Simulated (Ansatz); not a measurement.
## S on W(110): change of the work function: cost of one run

Ansatz 0.2.0; plane-wave DFT, PBE, Ansatz PAW. The cell holds 17 atoms.

input.yaml

```yaml
crystal:
  lattice:
    - [4.468914857, -3.16, 0.0]
    - [4.468914857, 3.16, 0.0]
    - [0.0, 0.0, 26.991204856]
  atoms:
    - { symbol: W, position: [0.0, 0.0, 0.3334419507] }
    - { symbol: W, position: [0.25, 0.25, 0.4162266001] }
    - { symbol: W, position: [0.0, 0.0, 0.5004145891] }
[... 8 atom lines left out ...]
    - { symbol: W, position: [0.75, 0.25, 0.5816324855] }
    - { symbol: W, position: [0.5, 0.5, 0.3334419507] }
    - { symbol: W, position: [0.75, 0.75, 0.4162266001] }
    - { symbol: W, position: [0.5, 0.5, 0.5004145891] }
    - { symbol: W, position: [0.75, 0.75, 0.5816324855] }
    - { symbol: S, position: [0.42, 0.42, 0.6665580493] }
kpoints:
  mp_grid: { grid: [6, 6, 1] }
hamiltonian:
  xc: pbe
scf:
  occupations: { method: fermi_dirac, width: 0.1 }
  convergence: { dr2_threshold: 1.0e-08 }
efield:
  axis: 3
  dipole_correction: true
  ramp_position: 0.97
  ramp_width: 0.06
relax:
  f_tol: 0.02
  max_steps: 60
  constraints: [{ sites: [0, 1, 4, 5, 8, 9, 12, 13] }]
output:
  dos: { projected: true, e_range: [-8, 4] }
  write_potential: true
  write_density: true
  volumetric_format: npy
  elf: true
```

The run is started by

```
> ansatz run input.yaml --threads 4 --pin off --max-ram 6144MiB --backend cpu --events-out ev --progress --plain --runs-dir out
```

The cutoff in use is 420 eV. For reference, a run of the same kind (4 atoms, 43 k-points, 34 bands and 3,461 plane waves; 34 SCF cycles) took 7.4 s and 0.67 GiB on the same hardware.

What time and memory should one allow on 4 threads of AMD EPYC 9R45, shared host?

A cutoff of 420 eV is a sphere of radius 10.5 Å⁻¹, so a cell of 762 Å³ holds about V·G³/6π² = 14,898 plane waves. At two electrons a band, the 230 electrons need 115 bands, and 23 more are carried. Symmetry cuts the 6×6×1 mesh from 36 to 13 points. The run has 13 k-points, 138 bands and 14,911 plane waves. Taking the work of a cycle as k-points × spins × bands × plane waves, that is 5.3 times the reference, or 39 s at the reference's 34 cycles. The run needed 73 SCF cycles over 8 ionic steps, which makes it about 84 s. One copy of the wavefunctions takes 0.4 GiB at 16 bytes a coefficient, against 0.075 GiB in the reference; grids, projectors and work arrays come on top. Measured: about 95 s, with a peak of 3 GiB. The estimate holds within 25 %.

[Logs are printed without paths, hosts, clocks, repeated set-up lines and the standing remarks that a program may print on its own settings, such as how far it seeks lower states.]

[Hosts, paths, dates, database ids (printed as entryN), source tags and the programs' standing remarks are cut or masked in the printed files.]

[Maps of the electrostatic potential energy from Ansatz leave out the sawtooth potential of an applied field or a dipole correction, so their vacuum need not be flat; planar profiles and work functions include it.]
